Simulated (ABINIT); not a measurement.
**RbH3Pb (Pm-3m): from the cell to the phonon bands**

Wanted: phonon bands, density of states and zone-centre response of RbH3Pb (Pm-3m).

Method: DFT PBE, scalar-relativistic, plane waves, PseudoDojo norm-conserving pseudopotentials, in ABINIT 10.8.3.

Report form: the programs' logs are mostly left out.

The structure was built from a prototype and need not be the compound's stable phase.

### Step 1. Starting point

It takes space group Pm-3m (No. 221, cubic). The conventional cell has a = 5.025 Å, b = 5.025 Å, c = 5.025 Å, α = 90.00°, β = 90.00°, γ = 90.00°. Rb has 12 H at 3.55 Å nearest. Nearest to Pb lie 6 H at 2.51 Å. Nearest to H lie 2 Pb at 2.51 Å. Farther neighbours are not listed.

### Step 2. A first look

A first run with smearing and empty bands tells whether the crystal has a gap, which decides between fixed occupations and smearing later on.

Input file probe.abi:

```
# ground state
tolvrs 1.0d-08
prtden 1
prtwf 1
prtpot 1

# basis, mesh and filling
ecut 32.0
ngkpt 4 4 4
nshiftk 1
shiftk 0.0 0.0 0.0
istwfk *1
occopt 7
tsmear 0.005
nband 20
nstep 100
diemac 9.0
prtebands 0
prtgsr 0
useylm 1

# cell and atoms
acell 3*1.0 Angstrom
rprim 
    5.0246 0.0 0.0
    0.0 5.0246 0.0
    0.0 0.0 5.0246
ntypat 3
znucl 37 82 1
natom 5
typat 1 2 3 3 3
xred 
    0.0 0.0 0.0
    0.5 0.5 0.5
    0.5 0.5 0.0
    0.5 0.0 0.5
    0.0 0.5 0.5
pp_dirpath "./pseudo"
pseudos "Rb.upf, Pb.upf, H.upf"
```

Launch:

```
> OMP_NUM_THREADS=1 mpirun -n 8 abinit probe.abi > probe.log
```

Run time: 13 s. Hardware: 8 MPI ranks of Arm Neoverse V1, shared host; 1.8 min of CPU time.

Read from the output:

* volume per atom: 25.37 Å³
* pressure: -3.308 GPa
* gap on the k-mesh: 1.140 eV

A gap of 1.1 eV opens on this mesh, so the crystal is taken as an insulator; the printed pressure holds the stress of the finite basis too.

### Step 3. Rough relaxation

The typed start is rough, so a first relaxation with smearing and loose thresholds takes it towards rest cheaply.

Input file prerelax.abi:

```
# relaxation
ionmov 2
optcell 2
dilatmx 1.15
chkdilatmx 0
ntime 40
tolmxf 3.0d-04
tolvrs 1.0d-10
prtwf 0
prtden 0
chksymtnons 0

# basis, mesh and filling
ecut 32.0
ecutsm 3.0
ngkpt 4 4 4
nshiftk 1
shiftk 0.0 0.0 0.0
istwfk *1
occopt 7
tsmear 0.005
nband 20
nstep 100
diemac 9.0
prtebands 0
prtgsr 0
useylm 1

# cell and atoms
acell 3*1.0 Angstrom
rprim 
    5.0246 0.0 0.0
    0.0 5.0246 0.0
    0.0 0.0 5.0246
ntypat 3
znucl 37 82 1
natom 5
typat 1 2 3 3 3
xred 
    0.0 0.0 0.0
    0.5 0.5 0.5
    0.5 0.5 0.0
    0.5 0.0 0.5
    0.0 0.5 0.5
pp_dirpath "./pseudo"
pseudos "Rb.upf, Pb.upf, H.upf"
```

Launch:

```
> OMP_NUM_THREADS=1 mpirun -n 8 abinit prerelax.abi > prerelax.log
```

Run time: 87 s. Hardware: 8 MPI ranks.

Step by step:

| step | energy less that of the first step (eV) | largest force (eV/Å) | volume (Å³) |
| --- | --- | --- | --- |
| 1 | 0.0000 | 0.0000 | 126.85 |
| 2 | -0.0255 | 0.0000 | 125.59 |
| 3 | -0.2637 | 0.0000 | 96.73 |
| 4 | -0.2907 | 0.0000 | 103.94 |
| 5 | -0.2916 | 0.0000 | 102.82 |

| conventional cell, symmetrised | before | after | change |
| --- | --- | --- | --- |
| a (Å) | 5.025 | 4.685 | -6.8 % |
| b (Å) | 5.025 | 4.685 | -6.8 % |
| c (Å) | 5.025 | 4.685 | -6.8 % |
| volume (Å³/atom) | 25.37 | 20.56 | -18.9 % |

The relaxed structure:

```cif
data_structure
_symmetry_space_group_name_H-M 'P 1'
_symmetry_Int_Tables_number 1
_cell_length_a 4.6848
_cell_length_b 4.6848
_cell_length_c 4.6848
_cell_angle_alpha 90.000
_cell_angle_beta 90.000
_cell_angle_gamma 90.000
_cell_volume 102.82
loop_
_atom_site_label
_atom_site_type_symbol
_atom_site_fract_x
_atom_site_fract_y
_atom_site_fract_z
_atom_site_occupancy
Rb1 Rb 0.00000 0.00000 0.00000 1
Pb2 Pb 0.50000 0.50000 0.50000 1
H3 H 0.50000 0.50000 0.00000 1
H4 H 0.50000 0.00000 0.50000 1
H5 H 0.00000 0.50000 0.50000 1
```

This step gave:

```yaml
volume_per_atom: 20.56 Å³
pressure: -0.004160 GPa
gap_on_the_k_mesh: 0.4955 eV
```

The volume changes by -18.9 % in this run and stands -18.9 % from the first cell.

### Step 4. Rough relaxation

The cell changed much, so the rough relaxation is repeated on a basis made for the new cell.

Changes to prerelax.abi since step 3:

```diff
@@ -31,5 +31,5 @@
 rprim 
-    5.0246 0.0 0.0
-    0.0 5.0246 0.0
-    0.0 0.0 5.0246
+    4.684777483 0.0 0.0
+    0.0 4.684777483 0.0
+    0.0 0.0 4.684777483
 ntypat 3
```

Wall time 17 s (8 MPI ranks).

Little changed from the start: no atom moved by 0.005 Å and no cell edge by 0.1 %.

Read from the output:

```yaml
pressure: -0.004162 GPa
```

The volume changes by +0.0 % in this run and stands -18.9 % from the first cell.

### Step 5. Relaxation

The harmonic expansion needs vanishing forces, and a free crystal bears no stress, so cell and atoms are brought to rest. Stress is more sensitive to the basis than forces are: the last 3 Ha under the cutoff are smoothed with ecutsm, and the cutoff is raised above that of the later runs.

Input file relax.abi:

```
# relaxation
ionmov 2
optcell 2
dilatmx 1.08
ntime 40
tolmxf 1.0d-05
tolvrs 1.0d-14
prtwf 0
prtden 0
chksymtnons 0

# basis, mesh and filling
ecut 40.0
ecutsm 3.0
ngkpt 4 4 4
nshiftk 1
shiftk 0.0 0.0 0.0
istwfk *1
occopt 1
nband 13
nstep 100
diemac 9.0
prtebands 0
prtgsr 0
useylm 1

# cell and atoms
acell 3*1.0 Angstrom
rprim 
    4.684777486 0.0 0.0
    0.0 4.684777486 0.0
    0.0 0.0 4.684777486
ntypat 3
znucl 37 82 1
natom 5
typat 1 2 3 3 3
xred 
    0.0 0.0 0.0
    0.5 0.5 0.5
    0.5 0.5 0.0
    0.5 0.0 0.5
    0.0 0.5 0.5
pp_dirpath "./pseudo"
pseudos "Rb.upf, Pb.upf, H.upf"
```

Launch:

```
> OMP_NUM_THREADS=1 mpirun -n 8 abinit relax.abi > relax.log
```

Run time: 37 s. Hardware: 8 MPI ranks; 4.9 min of CPU time.

Little changed from the start: no atom moved by 0.005 Å and no cell edge by 0.1 %.

Numbers from this step:

```yaml
pressure: -0.002923 GPa
```

The volume changes by -0.0 % in this run and stands -18.9 % from the first cell.

### Step 6. Ground state

First-order wavefunctions inherit every error of the ground state, hence the very tight tolvrs.

Input file gs.abi:

```
# ground state
tolvrs 1.0d-16
prtden 1
prtwf 1
prtpot 1

# basis, mesh and filling
ecut 32.0
ngkpt 4 4 4
nshiftk 1
shiftk 0.0 0.0 0.0
istwfk *1
occopt 1
nband 13
nstep 100
diemac 9.0
prtebands 0
prtgsr 0
useylm 1

# cell and atoms
acell 3*1.0 Angstrom
rprim 
    4.684762444 0.0 0.0
    0.0 4.684762444 0.0
    0.0 0.0 4.684762444
ntypat 3
znucl 37 82 1
natom 5
typat 1 2 3 3 3
xred 
    0.0 0.0 0.0
    0.5 0.5 0.5
    0.5 0.5 0.0
    0.5 0.0 0.5
    0.0 0.5 0.5
pp_dirpath "./pseudo"
pseudos "Rb.upf, Pb.upf, H.upf"
```

Launch:

```
> OMP_NUM_THREADS=1 mpirun -n 8 abinit gs.abi > gs.log
```

Run time: 16 s. Hardware: 8 MPI ranks.

Numbers from this step:

```yaml
pressure: -0.04265 GPa
```

The cell stands at -0.043 GPa, close enough for phonons.

### Step 7. Empty bands

Empty bands on the ground state's density check that the gap assumed so far is there in this cell.

Input file gap.abi:

```
# empty bands on the ground state's density
iscf -2
getden_filepath "gso_DEN"
tolwfr 1.0d-12
nbdbuf 2
prtwf 0

# basis, mesh and filling
ecut 32.0
ngkpt 4 4 4
nshiftk 1
shiftk 0.0 0.0 0.0
istwfk *1
occopt 1
nband 17
nstep 100
diemac 9.0
prtebands 0
prtgsr 0
useylm 1

# cell and atoms
acell 3*1.0 Angstrom
rprim 
    4.684762444 0.0 0.0
    0.0 4.684762444 0.0
    0.0 0.0 4.684762444
ntypat 3
znucl 37 82 1
natom 5
typat 1 2 3 3 3
xred 
    0.0 0.0 0.0
    0.5 0.5 0.5
    0.5 0.5 0.0
    0.5 0.0 0.5
    0.0 0.5 0.5
pp_dirpath "./pseudo"
pseudos "Rb.upf, Pb.upf, H.upf"
```

Launch:

```
> OMP_NUM_THREADS=1 mpirun -n 8 abinit gap.abi > gap.log
```

Run time: 7.2 s. Hardware: 8 MPI ranks; 57 s of CPU time.

Numbers from this step:

* gap on the k-mesh: 0.4958 eV

In this cell the gap on the mesh is 0.50 eV, direct, so fixed occupations hold.

### Step 8. Zone-centre response

The derivative of the wavefunctions by k comes first, since the response to a field is built on it; then the field and the displacements that symmetry doesn't supply are solved at q = 0.

It reads the wavefunctions written in step 6.

Input file dfpt_gamma.abi:

```
ndtset 2

# common to the responses
getwfk_filepath "gso_WFK"
kptopt 2
nqpt 1
qpt 0.0 0.0 0.0
asr 0
chneut 0

# d/dk
rfelfd1 2
rfdir1 1 1 1
iscf1 -3
tolwfr1 1.0d-20

# displacements, field
rfphon2 1
rfatpol2 1 5
rfdir2 1 1 1
rfelfd2 3
getddk2 1
tolvrs2 1.0d-10
prtwf2 0
prtpot2 1

# basis, mesh and filling
ecut 32.0
ngkpt 4 4 4
nshiftk 1
shiftk 0.0 0.0 0.0
istwfk *1
occopt 1
nband 13
nstep 100
diemac 9.0
prtebands 0
prtgsr 0
useylm 1

# cell and atoms
acell 3*1.0 Angstrom
rprim 
    4.684762444 0.0 0.0
    0.0 4.684762444 0.0
    0.0 0.0 4.684762444
ntypat 3
znucl 37 82 1
natom 5
typat 1 2 3 3 3
xred 
    0.0 0.0 0.0
    0.5 0.5 0.5
    0.5 0.5 0.0
    0.5 0.0 0.5
    0.0 0.5 0.5
pp_dirpath "./pseudo"
pseudos "Rb.upf, Pb.upf, H.upf"
```

Launch:

```
> OMP_NUM_THREADS=1 mpirun -n 8 abinit dfpt_gamma.abi > dfpt_gamma.log
```

Run time: 2 min. Hardware: 8 MPI ranks.

Read from the output:

| Item | Value |
| --- | --- |
| miss of the charge sum rule | 4.779 e |
| largest acoustic frequency at the zone centre before the sum rule | 0.44 cm⁻¹ |
| highest optical zone-centre mode (no LO-TO term) | 289.3 cm⁻¹ |
| lowest optical zone-centre mode | -1071 cm⁻¹ |
| mean high-frequency dielectric constant | 124.3 |
| largest Born charge in size (third of the trace) | 7.087 e |

Born charge (rows field, columns displacement), before the sum rule (e), principal values of the symmetric part by kind of site:

| atom | atoms with these values | low | middle | high | mean |
| --- | --- | --- | --- | --- | --- |
| Rb1 | 1 | 2.08 | 2.08 | 2.08 | 2.08 |
| Pb2 | 1 | 7.09 | 7.09 | 7.09 | 7.09 |
| H3 | 3 | -19.19 | 2.62 | 2.62 | -4.65 |

In full for Rb1:

```
2.08 0.00 0.00
0.00 2.08 0.00
0.00 0.00 2.08
```

High-frequency dielectric tensor:

```
124.3   0.0   0.0
  0.0 124.3   0.0
  0.0   0.0 124.3
```

The acoustic modes at Γ come out as far as 0.4 cm⁻¹ from zero, where they should vanish, a small numerical error; the Born charges miss their sum rule by 4.8 e, too much: mesh or cutoff is short for the field response. The lowest optical mode is imaginary, 1071i cm⁻¹, an instability at this level and on this k mesh.

### Step 9. Phonons on a q mesh

Linear response treats each wavevector of the 2×2×2 mesh in the unit cell; the first-order potentials are kept for the electron-phonon matrix elements.

Input file dfpt_q.abi:

```
ndtset 3

# wavevectors
qpt1 0.5 0.0 0.0
qpt2 0.5 0.5 0.0
qpt3 0.5 0.5 0.5

# displacements
getwfk_filepath "gso_WFK"
getwfq_filepath "gso_WFK"
kptopt 3
nqpt 1
rfphon 1
rfatpol 1 5
rfdir 1 1 1
tolvrs 1.0d-10
prtwf 0
prtpot 1

# basis, mesh and filling
ecut 32.0
ngkpt 4 4 4
nshiftk 1
shiftk 0.0 0.0 0.0
istwfk *1
occopt 1
nband 13
nstep 100
diemac 9.0
prtebands 0
prtgsr 0
useylm 1

# cell and atoms
acell 3*1.0 Angstrom
rprim 
    4.684762444 0.0 0.0
    0.0 4.684762444 0.0
    0.0 0.0 4.684762444
ntypat 3
znucl 37 82 1
natom 5
typat 1 2 3 3 3
xred 
    0.0 0.0 0.0
    0.5 0.5 0.5
    0.5 0.5 0.0
    0.5 0.0 0.5
    0.0 0.5 0.5
pp_dirpath "./pseudo"
pseudos "Rb.upf, Pb.upf, H.upf"
```

Launch:

```
> OMP_NUM_THREADS=1 mpirun -n 8 abinit dfpt_q.abi > dfpt_q.log
```

It took 6.4 min on 8 MPI ranks; 51 min of CPU time.

Read from the output:

| Property | Result |
| --- | --- |
| lowest mode on the q mesh (acoustic ones at the zone centre apart) | -1071 cm⁻¹ |

Frequencies (cm⁻¹) before the sum rule at the irreducible wavevectors but Γ, which is solved apart; negative means imaginary. Frequencies by wavevector:

| q (fractions) | star | mode 1 | mode 2 | mode 3 | mode 4 | mode 13 | mode 14 | mode 15 |
| --- | --- | --- | --- | --- | --- | --- | --- | --- |
| 0.5 0 0 | 3 | -1042 | -1042 | 35.98 | 35.98 | 304 | 373.5 | 1043 |
| 0.5 0.5 0 | 3 | -1045 | -123.7 | 29.39 | 29.39 | 550.7 | 1021 | 1059 |
| 0.5 0.5 0.5 | 1 | -143.2 | -143.2 | -143.2 | 47.05 | 1001 | 1059 | 1059 |

### Step 10. Dispersion

anaddb transforms the dynamical matrices to force constants, with the dipole-dipole part treated apart, and back along the path; points of the mesh come back as solved, but for the sum rule and, in polar crystals, the LO-TO term at Γ; the rest is interpolation.

Input file anaddb.abi:

```
ddb_filepath "all_DDB"
output_file "anaddb.abo"
outdata_prefix "anaddb"
ifcflag 1
ngqpt 2 2 2
nqshft 1
q1shft 0.0 0.0 0.0
asr 1
chneut 1
dipdip 1
dipquad 0
quadquad 0
enunit 0
eivec 0
nph1l 62
qph1l 
    0.0 5.0d-06 0.0 1.0
    0.0 0.05 0.0 1.0
    0.0 0.1 0.0 1.0
    0.0 0.15 0.0 1.0
    0.0 0.2 0.0 1.0
    0.0 0.25 0.0 1.0
    0.0 0.3 0.0 1.0
    0.0 0.35 0.0 1.0
    0.0 0.4 0.0 1.0
    0.0 0.45 0.0 1.0
    0.0 0.5 0.0 1.0
    0.05 0.5 0.0 1.0
    0.1 0.5 0.0 1.0
    0.15 0.5 0.0 1.0
    0.2 0.5 0.0 1.0
    0.25 0.5 0.0 1.0
    0.3 0.5 0.0 1.0
    0.35 0.5 0.0 1.0
    0.4 0.5 0.0 1.0
    0.45 0.5 0.0 1.0
    0.5 0.5 0.0 1.0
    0.45 0.45 0.0 1.0
    0.4 0.4 0.0 1.0
    0.35 0.35 0.0 1.0
    0.3 0.3 0.0 1.0
    0.25 0.25 0.0 1.0
    0.2 0.2 0.0 1.0
    0.15 0.15 0.0 1.0
    0.1 0.1 0.0 1.0
    0.05 0.05 0.0 1.0
    5.0d-06 5.0d-06 5.0d-06 1.0
    0.05 0.05 0.05 1.0
    0.1 0.1 0.1 1.0
    0.15 0.15 0.15 1.0
    0.2 0.2 0.2 1.0
    0.25 0.25 0.25 1.0
    0.3 0.3 0.3 1.0
    0.35 0.35 0.35 1.0
    0.4 0.4 0.4 1.0
    0.45 0.45 0.45 1.0
    0.5 0.5 0.5 1.0
    0.45 0.5 0.45 1.0
    0.4 0.5 0.4 1.0
    0.35 0.5 0.35 1.0
    0.3 0.5 0.3 1.0
    0.25 0.5 0.25 1.0
    0.2 0.5 0.2 1.0
    0.15 0.5 0.15 1.0
    0.1 0.5 0.1 1.0
    0.05 0.5 0.05 1.0
    0.0 0.5 0.0 1.0
    0.5 0.5 0.5 1.0
    0.5 0.5 0.45 1.0
    0.5 0.5 0.4 1.0
    0.5 0.5 0.35 1.0
    0.5 0.5 0.3 1.0
    0.5 0.5 0.25 1.0
    0.5 0.5 0.2 1.0
    0.5 0.5 0.15 1.0
    0.5 0.5 0.1 1.0
    0.5 0.5 0.05 1.0
    0.5 0.5 0.0 1.0
```

Input file mrgddb.in:

```
all_DDB
merged
4
dfpt_gammao_DS2_DDB
dfpt_qo_DS1_DDB
dfpt_qo_DS2_DDB
dfpt_qo_DS3_DDB
```

Launch:

```
> mrgddb < mrgddb.in > mrgddb.log
> OMP_NUM_THREADS=1 anaddb anaddb.abi > anaddb.log
```

It took 5.1 s on 1 thread.

Read from the output:

| Quantity | Value |
| --- | --- |
| lowest frequency on the path | -1071 cm⁻¹ |

Anaddb, dipole-dipole term. The phonon branches at the labelled points (cm⁻¹):

| point | branch 1 | branch 2 | branch 3 | branch 4 | branch 12 | branch 13 | branch 14 | branch 15 |
| --- | --- | --- | --- | --- | --- | --- | --- | --- |
| Γ | -1071 | -1071 | -34 | 0 | 158 | 289 | 289 | 540 |
| halfway | -1057 | -1057 | 22 | 22 | 288 | 288 | 349 | 804 |
| X | -1042 | -1042 | 36 | 36 | 273 | 304 | 374 | 1043 |
| halfway | -1044 | -251 | -80 | 39 | 299 | 368 | 488 | 1031 |
| M | -1045 | -124 | 29 | 29 | 289 | 551 | 1021 | 1058 |
| halfway | -1050 | -463 | 31 | 32 | 290 | 374 | 426 | 669 |
| Γ | -1071 | -1071 | -34 | 0 | 158 | 289 | 289 | 540 |
| halfway | -393 | -393 | 14 | 45 | 414 | 417 | 417 | 558 |
| R | -143 | -143 | -143 | 47 | 479 | 1001 | 1059 | 1059 |
| halfway | -307 | -132 | -98 | 37 | 399 | 441 | 469 | 1029 |
| X | -1042 | -1042 | 36 | 36 | 273 | 304 | 374 | 1043 |
| jump to R | -143 | -143 | -143 | 47 | 479 | 1001 | 1059 | 1059 |
| halfway | -174 | -134 | -62 | -62 | 424 | 516 | 1018 | 1059 |
| M | -1045 | -124 | 29 | 29 | 289 | 551 | 1021 | 1058 |

The path dips to 1071i cm⁻¹.

### Step 11. Density of states

Sums over the zone need many more wavevectors than were solved, so the interpolation is sampled on a dense mesh.

Input file anaddb.abi:

```
ddb_filepath "all_DDB"
output_file "anaddb.abo"
outdata_prefix "anaddb"
ifcflag 1
ngqpt 2 2 2
nqshft 1
q1shft 0.0 0.0 0.0
asr 1
chneut 1
dipdip 1
dipquad 0
quadquad 0
prtdos 2
ng2qpt 10 10 10
dosdeltae 4.5563e-06
ntemper 11
temperinc 100.0
tempermin 0.0
```

Launch:

```
> OMP_NUM_THREADS=1 anaddb anaddb.abi > anaddb.log
```

Wall time 27 s (1 thread).

Read from the output:

```
share of modes beyond 3i cm⁻¹ on the dense interpolated mesh : 0.1718
```

The phonon density of states has structure finer than the step of the table below, so its rows give means over 100 cm⁻¹, whole bins alone (the curve runs from -1101 to 1083 cm⁻¹). Peaks (cm⁻¹: height): 46.8: 0.152.

Tetrahedra. The phonon density of states by wavenumber; means over each step:

| wavenumber (cm⁻¹) | phonon density of states (1/cm⁻¹/cell) |
| --- | --- |
| -1000 | 0.00499 |
| -900 | 0.00219 |
| -800 | 0.00151 |
| -700 | 0.00143 |
| -600 | 0.00145 |
| -500 | 9.8e-4 |
| -400 | 9.3e-4 |
| -300 | 9.0e-4 |
| -200 | 0.00113 |
| -100 | 0.00559 |
| 0 | 0.0320 |
| 100 | 0.0308 |
| 200 | 0.0161 |
| 300 | 0.0157 |
| 400 | 0.0107 |
| 500 | 0.00722 |
| 600 | 0.00299 |
| 700 | 0.00187 |
| 800 | 0.00206 |
| 900 | 0.00297 |
| 1000 | 0.00541 |

### Step 12. Modes with the sum rule

anaddb reads the merged derivatives, imposes the acoustic sum rule and charge neutrality, and adds the LO-TO term along chosen directions.

Input file anaddb.abi:

```
ddb_filepath "gamma_DDB"
output_file "anaddb.abo"
outdata_prefix "anaddb"
asr 1
chneut 1
enunit 2
eivec 1
nph1l 1
qph1l 0.0 0.0 0.0 1.0
dieflag 2
nph2l 3
qph2l 
    1.0 0.0 0.0 0.0
    0.0 0.0 1.0 0.0
    1.0 1.0 1.0 0.0
```

Input file mrgddb.in:

```
gamma_DDB
merged
2
dfpt_gammao_DS2_DDB
gso_DDB
```

Launch:

```
> mrgddb < mrgddb.in > mrgddb.log
> OMP_NUM_THREADS=1 anaddb anaddb.abi > anaddb.log
```

It took 0.5 s on 1 thread.

Numbers from this step:

| Quantity | Value |
| --- | --- |
| highest mode moved by the LO-TO term | 539.8 cm⁻¹ |

No LO-TO term; unit eigenvectors of the mass-weighted matrix, from anaddb's displacements. The modes at Γ (shares of kinetic energy by element, %) (negative means imaginary):

| mode | frequency (cm⁻¹) | symmetry | Rb % | Pb % | H % |
| --- | --- | --- | --- | --- | --- |
| 1 | -1071.2 | T1u | 0 | 0 | 100 |
| 2 | -1071.2 | T1u | 0 | 0 | 100 |
| 3 | -1071.2 | T1u | 0 | 0 | 100 |
| 4 | 0.0 | acoustic | 29 | 70 | 1 |
| 5 | 0.0 | acoustic | 29 | 70 | 1 |
| 6 | 0.0 | acoustic | 29 | 70 | 1 |
| 7 | 47.6 | T1u | 71 | 28 | 1 |
| 8 | 47.6 | T1u | 71 | 28 | 1 |
| 9 | 47.6 | T1u | 71 | 28 | 1 |
| 10 | 158.4 | T2u | 0 | 0 | 100 |
| 11 | 158.4 | T2u | 0 | 0 | 100 |
| 12 | 158.4 | T2u | 0 | 0 | 100 |
| 13 | 289.3 | T1u | 0 | 2 | 98 |
| 14 | 289.3 | T1u | 0 | 2 | 98 |
| 15 | 289.3 | T1u | 0 | 2 | 98 |

Displacements in mode 1 (-1071.2 cm⁻¹), the largest set to 1:
```
Rb1  0.00  0.00  0.00
Pb2  0.00  0.00  0.00
H3   0.13  0.00  0.00
H4   0.13  0.00  0.00
H5  -1.00  0.00  0.00
```

Displacements in mode 15 (289.3 cm⁻¹), the largest set to 1:
```
Rb1  0.01  0.00  0.00
Pb2 -0.01  0.00  0.00
H3   1.00  0.00  0.00
H4   1.00  0.00  0.00
H5   0.25  0.00  0.00
```

With imaginary modes the relaxed-ion tensors have no meaning and are not tabulated.

### Step 13. Summary of results

```yaml
space_group_after_relaxation: Pm-3m
volume_per_atom: 20.6 Å³
highest_optical_zone_centre_mode_no_lo_to_term: 289.3 cm⁻¹
lowest_optical_zone_centre_mode: -1071 cm⁻¹
highest_mode_moved_by_the_lo_to_term_probably_not_converged_in_the_k_mesh: 539.8 cm⁻¹
mean_high_frequency_dielectric_constant_probably_not_converged_in_the_k_mesh: 124.3
largest_born_charge_in_size_third_of_the_trace_probably_not_converged_in_the_k_mesh: 7.09 e
q_mesh: 2×2×2
lowest_mode_on_the_q_mesh_acoustic_ones_at_the_zone_centre_apart: -1071 cm⁻¹
imaginary_modes_on_the_q_mesh: yes
```

RbH3Pb (Pm-3m) is unstable: a mode solved on the 2×2×2 mesh is imaginary, 1071i cm⁻¹; its spectrum reaches 1059 cm⁻¹. At the PBE level the optical modes of RbH3Pb (Pm-3m) at the zone centre (no LO-TO term) run from 1071i to 289 cm⁻¹, so the structure is a saddle point, with 3 modes beyond 10i cm⁻¹ there. Along the directions run, the highest mode that the macroscopic field moves lies at 540 cm⁻¹. The Born charges miss their sum rule by 4.8 e, a sign that the k mesh or the cutoff is short for the field response. ε∞, the Born charges and what follows from them are probably not converged in the k mesh. The most unstable solved mode lies at the zone centre, but modes at other wavevectors are imaginary too, so the distortion may enlarge the cell. These are harmonic frequencies at zero temperature: anharmonic shifts and linewidths and thermal expansion are left out. Spin-orbit coupling is left out, which can matter for the heavy elements here. The structure is a hypothetical one, built on a prototype.

[Host names and launcher messages were left out of these logs when they were recorded.]

[Logs are printed without paths, hosts, clocks, repeated set-up lines and the standing remarks that a program may print on its own settings, such as how far it seeks lower states.]

[Hosts, paths, dates, database ids (printed as entryN), source tags and the programs' standing remarks are cut or masked in the printed files.]
